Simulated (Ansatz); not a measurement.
# Resistivity from frozen vibrations: Ag(111) with 4 thermally displaced layers, 2x2, part 2 of 2

Aim: the resistivity of Ag at 80 K from frozen thermal displacements between perfect leads. The measured value for the pure metal at this temperature is 0.289 µΩ cm (CRC Handbook of Chemistry and Physics, 84th ed., 2003, Electrical Resistivity of Pure Metals).

Ansatz 0.2.0; Ansatz plane-wave DFT, PBE, PAW files; ballistic transport by layer matching (Landauer), zero bias; PAW set soft_1.

So far, open channels per spin nearest the Fermi level: step 2 (with 4 displaced layers) 3.23.

## (3) With 8 displaced layers

Each atom of 8 layers is moved at random, by amounts drawn from a normal law 0.0507 Å wide in each direction from the Debye model (225 K) at 80 K. A fresh draw is used; the growth of the resistance with length is what counts.

System of this step: Ag(111) with 8 thermally displaced layers, 2x2. The cell holds 56 atoms: 56 Ag. Its edges and angles: a = 5.779 Å, b = 5.779 Å, c = 33.070 Å, α = 87.5°, β = 92.5°, γ = 120.0°. It derives from Ag. Regions: lead, 24 atoms (24 Ag); scattering region, 32 atoms (32 Ag). The structure is stacked along c, and the current runs across the ab planes.

Input file input.yaml:

```yaml
crystal:
  lattice:
    - [5.7787594586, 0.0, 0.0]
    - [-2.8893797293, 5.0045524935, 0.0]
    - [-1.4446898646, 0.8340920822, 33.0283613795]
  atoms:
    - { symbol: Ag, position: [0.005952381, 0.994047619, 0.0357142857] }
    - { symbol: Ag, position: [0.005952381, 0.494047619, 0.0357142857] }
    - { symbol: Ag, position: [0.505952381, 0.994047619, 0.0357142857] }
    - { symbol: Ag, position: [0.505952381, 0.494047619, 0.0357142857] }
    - { symbol: Ag, position: [0.1845238095, 0.3154761905, 0.1071428571] }
    - { symbol: Ag, position: [0.1845238095, 0.8154761905, 0.1071428571] }
    - { symbol: Ag, position: [0.6845238095, 0.3154761905, 0.1071428571] }
    - { symbol: Ag, position: [0.6845238095, 0.8154761905, 0.1071428571] }
    - { symbol: Ag, position: [0.3630952381, 0.1369047619, 0.1785714286] }
    - { symbol: Ag, position: [0.3630952381, 0.6369047619, 0.1785714286] }
    - { symbol: Ag, position: [0.8630952381, 0.1369047619, 0.1785714286] }
    - { symbol: Ag, position: [0.8630952381, 0.6369047619, 0.1785714286] }
    - { symbol: Ag, position: [0.0413128087, 0.9640141003, 0.2494168372] }
    - { symbol: Ag, position: [0.0503357034, 0.4683904633, 0.249165225] }
    - { symbol: Ag, position: [0.5609503754, 0.9744784485, 0.2516554648] }
    - { symbol: Ag, position: [0.5580152967, 0.4688620873, 0.2534588982] }
    - { symbol: Ag, position: [0.222032608, 0.2796287926, 0.3223538545] }
    - { symbol: Ag, position: [0.2041858474, 0.7642612735, 0.3200754009] }
    - { symbol: Ag, position: [0.7255070128, 0.2849444896, 0.3190715005] }
    - { symbol: Ag, position: [0.702074092, 0.7766090005, 0.3211400564] }
    - { symbol: Ag, position: [0.402091136, 0.1076739154, 0.3947424117] }
    - { symbol: Ag, position: [0.4036558952, 0.6076740473, 0.391176892] }
    - { symbol: Ag, position: [0.8898608266, 0.103412473, 0.3938768644] }
    - { symbol: Ag, position: [0.9083790094, 0.60699157, 0.3940602167] }
    - { symbol: Ag, position: [0.075423744, 0.9050656198, 0.4631593622] }
    - { symbol: Ag, position: [0.0840061446, 0.4290470857, 0.4619658726] }
    - { symbol: Ag, position: [0.5853860577, 0.9182352359, 0.4639291298] }
    - { symbol: Ag, position: [0.5832106117, 0.4305756689, 0.4620870361] }
    - { symbol: Ag, position: [0.2648267799, 0.2450273237, 0.534531709] }
    - { symbol: Ag, position: [0.2423070345, 0.7220812563, 0.5347207139] }
    - { symbol: Ag, position: [0.7538739854, 0.2369522437, 0.5352110507] }
    - { symbol: Ag, position: [0.7551713817, 0.7442765076, 0.5372801394] }
    - { symbol: Ag, position: [0.4331271301, 0.0627062432, 0.6079692429] }
    - { symbol: Ag, position: [0.4511288773, 0.5618746766, 0.6079296945] }
    - { symbol: Ag, position: [0.9276732567, 0.0789309245, 0.6081544788] }
    - { symbol: Ag, position: [0.9456450111, 0.5651448428, 0.6055429767] }
    - { symbol: Ag, position: [0.1244582458, 0.8947561084, 0.6772412235] }
    - { symbol: Ag, position: [0.1024095368, 0.3914961201, 0.6783084802] }
    - { symbol: Ag, position: [0.6327555665, 0.8808205725, 0.677760512] }
    - { symbol: Ag, position: [0.6034671636, 0.3702731332, 0.6772073974] }
    - { symbol: Ag, position: [0.3052648247, 0.2071586805, 0.7490666145] }
    - { symbol: Ag, position: [0.2836209138, 0.7140424906, 0.7510099557] }
    - { symbol: Ag, position: [0.7920231871, 0.2043144832, 0.7504687543] }
    - { symbol: Ag, position: [0.7917247837, 0.701280139, 0.7509547782] }
    - { symbol: Ag, position: [0.4702380952, 0.0297619048, 0.8214285714] }
    - { symbol: Ag, position: [0.4702380952, 0.5297619048, 0.8214285714] }
    - { symbol: Ag, position: [0.9702380952, 0.0297619048, 0.8214285714] }
    - { symbol: Ag, position: [0.9702380952, 0.5297619048, 0.8214285714] }
    - { symbol: Ag, position: [0.1488095238, 0.8511904762, 0.8928571429] }
    - { symbol: Ag, position: [0.1488095238, 0.3511904762, 0.8928571429] }
    - { symbol: Ag, position: [0.6488095238, 0.8511904762, 0.8928571429] }
    - { symbol: Ag, position: [0.6488095238, 0.3511904762, 0.8928571429] }
    - { symbol: Ag, position: [0.3273809524, 0.1726190476, 0.9642857143] }
    - { symbol: Ag, position: [0.3273809524, 0.6726190476, 0.9642857143] }
    - { symbol: Ag, position: [0.8273809524, 0.1726190476, 0.9642857143] }
    - { symbol: Ag, position: [0.8273809524, 0.6726190476, 0.9642857143] }
kpoints:
  mp_grid: { grid: [4, 4, 1] }
hamiltonian:
  xc: pbe
  pseudopotentials: { kind: paw, azcp: { folder: soft_1 } }
scf:
  occupations: { method: fermi_dirac, width: 0.1 }
output:
  transmission: { leads: [[0, 4]], kmesh: [8, 8], e_range: [-0.05, 0.05], de: 0.05 }
  write_potential: true
  write_density: true
  volumetric_format: npy
```

Run with:

```console
> ansatz run input.yaml --threads 4 --pin off --max-ram 15360MiB --backend cpu --events-out ev --progress --plain --runs-dir out
```

Numbers of over 12 decimals in the logs are rounded to 6 here.

The log of the run:

```text
[...]
Crystal: 56 atoms, lattice volume = 955.184 Å³
Basis set: ecut = 420 eV, 18759 PW (Γ)
Bands: 639, of which v1, the nominal top of the filled ones, is band 532 counted from 1 (531 counted from 0)
Symmetry: 1 space group operations
[...]
k-points: 10 of 16 (time reversal used)
[...]
SCF iter   1: F=—  HF=-425086.228340 eV  |F-HF|=—  |Δ(HF+E_count)|=         —  Δρ=7.07e-2  dr2=5.10e1  ethr=3.10e-3  ⟨swp⟩=4.0  Hψ=19055  notcnv=0  defer=113
[...]
SCF iter   9: F=-425072.659094 eV  HF=-425072.659094 eV  |F-HF|=7.40e-8  |Δ(HF+E_count)|=   5.25e-8  Δρ=2.14e-6  dr2=9.86e-8  ethr=9.40e-12  ⟨swp⟩=8.0  Hψ=32162  notcnv=0
SCF 1 converged in 9 iterations: F = -425072.659094 eV  dr2 = 9.86e-8
[...]
transmission: 141 of 1394 steps passed
transmission: 282 of 1394 steps passed
[...]
transmission: 1394 of 1394 steps passed
SCF converged after 9 iterations
Free energy (F): -425072.659094 eV
[...]
Internal energy: -425072.021252 eV  (E = F + TS)
E sigma→0 (E₀):  -425072.340173 eV
Entropy (-TS):   -0.637842 eV (-11.390 meV/atom)
Fermi energy:    17.153760 eV
[...]
--- Band table (eV; the first three rows and the last of 10) ---
  k-point 0: bands = [... 528 lower, 17.4140, 17.6586, 17.6842, 17.8711, 17.8805, 17.9198, 17.9371, 18.0849, ... 103 higher]
  k-point 1: bands = [... 528 lower, 16.9554, 17.0032, 17.0126, 17.0700, 17.1211, 17.2496, 17.2929, 17.4083, ... 103 higher]
  k-point 2: bands = [... 528 lower, 16.8941, 16.9151, 16.9657, 16.9965, 17.0419, 17.0667, 17.2143, 17.2182, ... 103 higher]
  k-point 9: bands = [... 528 lower, 16.7877, 16.7989, 17.0650, 17.0759, 17.0791, 17.1018, 17.3995, 17.4192, ... 103 higher]
--- Transmission ---
  basis      : 253 plane waves across, 41 finite elements along
  points     : 34, standing for a mesh of 8 x 8
[...]
channels       : 3.328125e0 a spin
[...]
junction   : crystal 0 to crystal 0, 0.70 to 31.37 Å
    transmission   : 3.277876e0 a spin
[...]
```

It took 7.1 min on 4 threads of Intel Xeon Platinum 8488C (Sapphire Rapids), shared host; peak memory 10 GiB.

Numbers from this step:

| Property | Result |
| --- | --- |
| free energy | -425072.6591 eV |
| energy at zero smearing | -425072.3402 eV |
| Fermi energy | 17.15 eV |
| transmission per spin nearest the Fermi level | 3.278 |
| open channels per spin nearest the Fermi level | 3.328 |
| step of the lead's potential | 3.1 meV |

Per spin. Transmission, zone mean against energy, zero at the Fermi level:

| energy (eV) | transmission, zone mean |
| --- | --- |
| -0.0500 | 3.28 |
| 0.0000 | 3.28 |
| 0.0500 | 3.20 |

Over the solved energies the transmission per spin lies between 3.20 and 3.28, out of 3.30 channels of the lead on average (up to 3.33).

## (4) With 12 displaced layers

Each atom of 12 layers is moved at random, by amounts drawn from a normal law 0.0507 Å wide in each direction from the Debye model (225 K) at 80 K. A fresh draw is used; the growth of the resistance with length is what counts.

System of this step: Ag(111) with 12 thermally displaced layers, 2x2. The cell holds 72 atoms: 72 Ag. Its edges and angles: a = 5.779 Å, b = 5.779 Å, c = 42.465 Å, α = 90.0°, β = 90.0°, γ = 120.0°. It derives from Ag. Regions: lead, 24 atoms (24 Ag); scattering region, 48 atoms (48 Ag). The structure is stacked along c, and the current runs across the ab planes.

Input file input.yaml:

```yaml
crystal:
  lattice:
    - [5.7787594586, 0.0, 0.0]
    - [-2.8893797293, 5.0045524935, 0.0]
    - [0.0, 0.0, 42.4650360593]
  atoms:
    - { symbol: Ag, position: [0.0, 0.0, 0.0277777778] }
    - { symbol: Ag, position: [0.0, 0.5, 0.0277777778] }
    - { symbol: Ag, position: [0.5, 0.0, 0.0277777778] }
    - { symbol: Ag, position: [0.5, 0.5, 0.0277777778] }
    - { symbol: Ag, position: [0.1666666667, 0.3333333333, 0.0833333333] }
    - { symbol: Ag, position: [0.1666666667, 0.8333333333, 0.0833333333] }
    - { symbol: Ag, position: [0.6666666667, 0.3333333333, 0.0833333333] }
    - { symbol: Ag, position: [0.6666666667, 0.8333333333, 0.0833333333] }
    - { symbol: Ag, position: [0.3333333333, 0.1666666667, 0.1388888889] }
    - { symbol: Ag, position: [0.3333333333, 0.6666666667, 0.1388888889] }
    - { symbol: Ag, position: [0.8333333333, 0.1666666667, 0.1388888889] }
    - { symbol: Ag, position: [0.8333333333, 0.6666666667, 0.1388888889] }
    - { symbol: Ag, position: [0.9749254003, 0.9869484115, 0.1940817918] }
    - { symbol: Ag, position: [0.993154374, 0.4882115278, 0.1948366956] }
    - { symbol: Ag, position: [0.5115397041, 0.0045669468, 0.1947123665] }
    - { symbol: Ag, position: [0.509310071, 0.5040950911, 0.193081282] }
    - { symbol: Ag, position: [0.1714279084, 0.3464082303, 0.2486426827] }
    - { symbol: Ag, position: [0.1652429556, 0.829393393, 0.2489284386] }
    - { symbol: Ag, position: [0.6583083642, 0.3343561887, 0.2503762947] }
    - { symbol: Ag, position: [0.6620556301, 0.818691908, 0.2496554567] }
    - { symbol: Ag, position: [0.3411581123, 0.1762532441, 0.3063580335] }
    - { symbol: Ag, position: [0.3461798541, 0.6777753493, 0.3065387096] }
    - { symbol: Ag, position: [0.8264789411, 0.1672543389, 0.3047045949] }
    - { symbol: Ag, position: [0.8039413968, 0.6496473976, 0.3080481811] }
    - { symbol: Ag, position: [0.9788520084, 0.9772983482, 0.3604132324] }
    - { symbol: Ag, position: [0.0131032947, 0.4995447961, 0.3615980611] }
    - { symbol: Ag, position: [0.4972083323, 0.999157293, 0.3626225529] }
    - { symbol: Ag, position: [0.5065431138, 0.4991266894, 0.3621750467] }
    - { symbol: Ag, position: [0.1749787386, 0.3311142428, 0.4169888274] }
    - { symbol: Ag, position: [0.1655116914, 0.8265667289, 0.4180399665] }
    - { symbol: Ag, position: [0.6620657379, 0.3270611086, 0.4146670044] }
    - { symbol: Ag, position: [0.663293384, 0.8487784865, 0.4153062732] }
    - { symbol: Ag, position: [0.3352412399, 0.1629492547, 0.4728323698] }
    - { symbol: Ag, position: [0.3346846596, 0.6588066605, 0.4718739511] }
    - { symbol: Ag, position: [0.834784459, 0.1678264807, 0.4721882026] }
    - { symbol: Ag, position: [0.833772838, 0.6730395336, 0.4737938693] }
    - { symbol: Ag, position: [0.0009924808, 0.9925059704, 0.528250248] }
    - { symbol: Ag, position: [0.0028728321, 0.504674063, 0.5299791576] }
    - { symbol: Ag, position: [0.4980656899, 0.9998835408, 0.5267197993] }
    - { symbol: Ag, position: [0.4945849438, 0.4942372628, 0.5296867949] }
    - { symbol: Ag, position: [0.1664367307, 0.3275425737, 0.5856356941] }
    - { symbol: Ag, position: [0.1593808807, 0.8420537428, 0.5845459781] }
    - { symbol: Ag, position: [0.6703772925, 0.3306891262, 0.5831789313] }
    - { symbol: Ag, position: [0.667634601, 0.8412924596, 0.5805543202] }
    - { symbol: Ag, position: [0.3296196615, 0.1682051258, 0.6381954067] }
    - { symbol: Ag, position: [0.3161661848, 0.6642079869, 0.6379877775] }
    - { symbol: Ag, position: [0.8474250601, 0.1808156002, 0.6389716776] }
    - { symbol: Ag, position: [0.8153804318, 0.6646801979, 0.6377861633] }
    - { symbol: Ag, position: [0.0145434891, 0.0171262756, 0.6948232178] }
    - { symbol: Ag, position: [0.0255139346, 0.5153351151, 0.6952755862] }
    - { symbol: Ag, position: [0.4935143017, 0.0021150235, 0.6928464421] }
    - { symbol: Ag, position: [0.5113008402, 0.5024172061, 0.696232984] }
    - { symbol: Ag, position: [0.1612172384, 0.3150647335, 0.7509399026] }
    - { symbol: Ag, position: [0.1852477273, 0.8516519182, 0.7490145989] }
    - { symbol: Ag, position: [0.6609380057, 0.335478941, 0.7489158905] }
    - { symbol: Ag, position: [0.6510434474, 0.8236881496, 0.7532572266] }
    - { symbol: Ag, position: [0.3244432886, 0.1576448863, 0.805159636] }
    - { symbol: Ag, position: [0.3413944082, 0.6808146478, 0.8068085736] }
    - { symbol: Ag, position: [0.8419014556, 0.1681567416, 0.8058646998] }
    - { symbol: Ag, position: [0.8215224681, 0.652448408, 0.8081083583] }
    - { symbol: Ag, position: [0.0, 0.0, 0.8611111111] }
    - { symbol: Ag, position: [0.0, 0.5, 0.8611111111] }
    - { symbol: Ag, position: [0.5, 0.0, 0.8611111111] }
    - { symbol: Ag, position: [0.5, 0.5, 0.8611111111] }
    - { symbol: Ag, position: [0.1666666667, 0.3333333333, 0.9166666667] }
    - { symbol: Ag, position: [0.1666666667, 0.8333333333, 0.9166666667] }
    - { symbol: Ag, position: [0.6666666667, 0.3333333333, 0.9166666667] }
    - { symbol: Ag, position: [0.6666666667, 0.8333333333, 0.9166666667] }
    - { symbol: Ag, position: [0.3333333333, 0.1666666667, 0.9722222222] }
    - { symbol: Ag, position: [0.3333333333, 0.6666666667, 0.9722222222] }
    - { symbol: Ag, position: [0.8333333333, 0.1666666667, 0.9722222222] }
    - { symbol: Ag, position: [0.8333333333, 0.6666666667, 0.9722222222] }
kpoints:
  mp_grid: { grid: [4, 4, 1] }
hamiltonian:
  xc: pbe
  pseudopotentials: { kind: paw, azcp: { folder: soft_1 } }
scf:
  occupations: { method: fermi_dirac, width: 0.1 }
output:
  transmission: { leads: [[0, 4]], kmesh: [8, 8], e_range: [-0.05, 0.05], de: 0.05 }
  write_potential: true
  write_density: true
  volumetric_format: npy
```

The log of the run:

```text
[...]
Crystal: 72 atoms, lattice volume = 1228.093 Å³
Basis set: ecut = 420 eV, 24081 PW (Γ)
Bands: 821, of which v1, the nominal top of the filled ones, is band 684 counted from 1 (683 counted from 0)
Symmetry: 1 space group operations
[...]
k-points: 10 of 16 (time reversal used)
[...]
SCF iter   1: F=—  HF=-546538.995265 eV  |F-HF|=—  |Δ(HF+E_count)|=         —  Δρ=7.06e-2  dr2=6.54e1  ethr=3.10e-3  ⟨swp⟩=4.0  Hψ=24465  notcnv=0  defer=140
[...]
SCF iter  10: F=-546521.569734 eV  HF=-546521.569734 eV  |F-HF|=7.78e-8  |Δ(HF+E_count)|=   2.68e-9  Δρ=1.82e-6  dr2=8.26e-8  ethr=7.31e-12  ⟨swp⟩=8.1  Hψ=30190  notcnv=0
SCF 1 converged in 10 iterations: F = -546521.569734 eV  dr2 = 8.26e-8
[...]
transmission: 186 of 1802 steps passed
transmission: 363 of 1802 steps passed
[...]
transmission: 1802 of 1802 steps passed
SCF converged after 10 iterations
Free energy (F): -546521.569734 eV
[...]
Internal energy: -546520.734052 eV  (E = F + TS)
E sigma→0 (E₀):  -546521.151893 eV
Entropy (-TS):   -0.835682 eV (-11.607 meV/atom)
Fermi energy:    17.235731 eV
[...]
--- Band table (eV; the first three rows and the last of 10) ---
  k-point 0: bands = [... 680 lower, 17.4628, 17.8080, 17.8186, 17.8296, 17.8315, 17.8493, 17.8573, 18.1039, ... 133 higher]
  k-point 1: bands = [... 680 lower, 17.0318, 17.0944, 17.1048, 17.1916, 17.2162, 17.2623, 17.3000, 17.3289, ... 133 higher]
  k-point 2: bands = [... 680 lower, 16.8850, 16.9114, 16.9179, 16.9405, 17.2333, 17.2492, 17.2759, 17.2931, ... 133 higher]
  k-point 9: bands = [... 680 lower, 16.8914, 16.8995, 16.9242, 16.9474, 17.2398, 17.2468, 17.2745, 17.2991, ... 133 higher]
--- Transmission ---
  basis      : 253 plane waves across, 53 finite elements along
  points     : 34, standing for a mesh of 8 x 8
[...]
channels       : 3.234375e0 a spin
[...]
junction   : crystal 0 to crystal 0, 0.70 to 40.80 Å
    transmission   : 3.148678e0 a spin
[...]
```

It took 11 min on 4 threads; peak memory 8.2 GiB; 40 min of CPU time.

This step gave:

```
free energy                                    : -546521.5697 eV
energy at zero smearing                        : -546521.1519 eV
Fermi energy                                   : 17.24 eV
transmission per spin nearest the Fermi level  : 3.149
open channels per spin nearest the Fermi level : 3.234
step of the lead's potential                   : 2.5 meV
```

Per spin. Transmission, zone mean against energy, zero at the Fermi level:

| energy (eV) | transmission, zone mean |
| --- | --- |
| -0.0500 | 3.16 |
| 0.0000 | 3.15 |
| 0.0500 | 3.14 |

Over the solved energies the transmission per spin lies between 3.14 and 3.16, out of 3.23 channels of the lead on average (up to 3.23).

## (5) The fit

This step: Ansatz plane-wave DFT, PBE, PAW files; ballistic transport by layer matching (Landauer), zero bias; resistivity from the slope of the area resistance; PAW set soft_1 (Ansatz 0.2.0).

This step gave:

* resistivity: 1.340 µΩ cm
* intercept: -0.007481 fΩ m²
* scatter about the fit: 0.001631 fΩ m²

Resistance, by row:

| run | length (Å) | T | channels N | RA (fΩ m²) |
| --- | --- | --- | --- | --- |
| n4 | 9.437 | 3.217 | 3.234 | 0.006316 |
| n8 | 18.87 | 3.252 | 3.297 | 0.0155 |
| n12 | 28.31 | 3.148 | 3.234 | 0.0316 |

The area resistance by length of the displaced region:

| length of the displaced region (Å) | area resistance (fΩ m²) |
| --- | --- |
| 9.44 | 0.00632 |
| 18.87 | 0.0155 |
| 28.31 | 0.0316 |

The area resistance goes from 0.0063 to 0.032 fΩ m² between 9.4 and 28.3 Å, a slope of 1.3 µΩ cm.

By hand from the end points: (0.03160 − 0.006316) fΩ m² / (28.31 − 9.44) Å = 1.3 µΩ cm, since 1 fΩ m² per Å is 1000 µΩ cm.

## (6) What came out

```
resistivity from the slope  : 1.34 µΩ cm
area resistance over 9.44 Å : 0.00632 fΩ m²
area resistance over 18.9 Å : 0.0155 fΩ m²
area resistance over 28.3 Å : 0.0316 fΩ m²
```

The slope gives 1.3 µΩ cm. The points scatter by 0.0016 fΩ m² about the line, with one random draw a length in a 2x2 cell, so the slope is a rough value. The mean square of the displacements drawn is 0.78, 0.91 and 1.0 of the nominal one at the three lengths; with each resistance scaled back by that, the slope is 1.2 µΩ cm, the value used below. The lead's own channel count moves between the runs (3.23, 3.30 and 3.23), which shifts RA and the slope too. Read with a model of isotropic scattering on a spherical Fermi surface and the lead's 0.87×10¹⁵ S/m², this slope means a mean free path near 908 Å; over these lengths the model's slope is 1.26 times its bulk resistivity, which would be 0.95 µΩ cm. This far under the Debye temperature the model doesn't describe a real metal: frozen displacements count zero-point motion as scattering and turn electrons through all angles, while in the metal the short-wave phonons freeze out. The measured value is 0.289 µΩ cm (CRC Handbook of Chemistry and Physics, 84th ed., 2003, Electrical Resistivity of Pure Metals); the scaled slope is 4.2 times that and the corrected value 3.3: clearly high.

[Logs are printed without paths, hosts, clocks, repeated set-up lines and the standing remarks that a program may print on its own settings, such as how far it seeks lower states.]

[Hosts, paths, dates, database ids (printed as entryN), source tags and the programs' standing remarks are cut or masked in the printed files.]
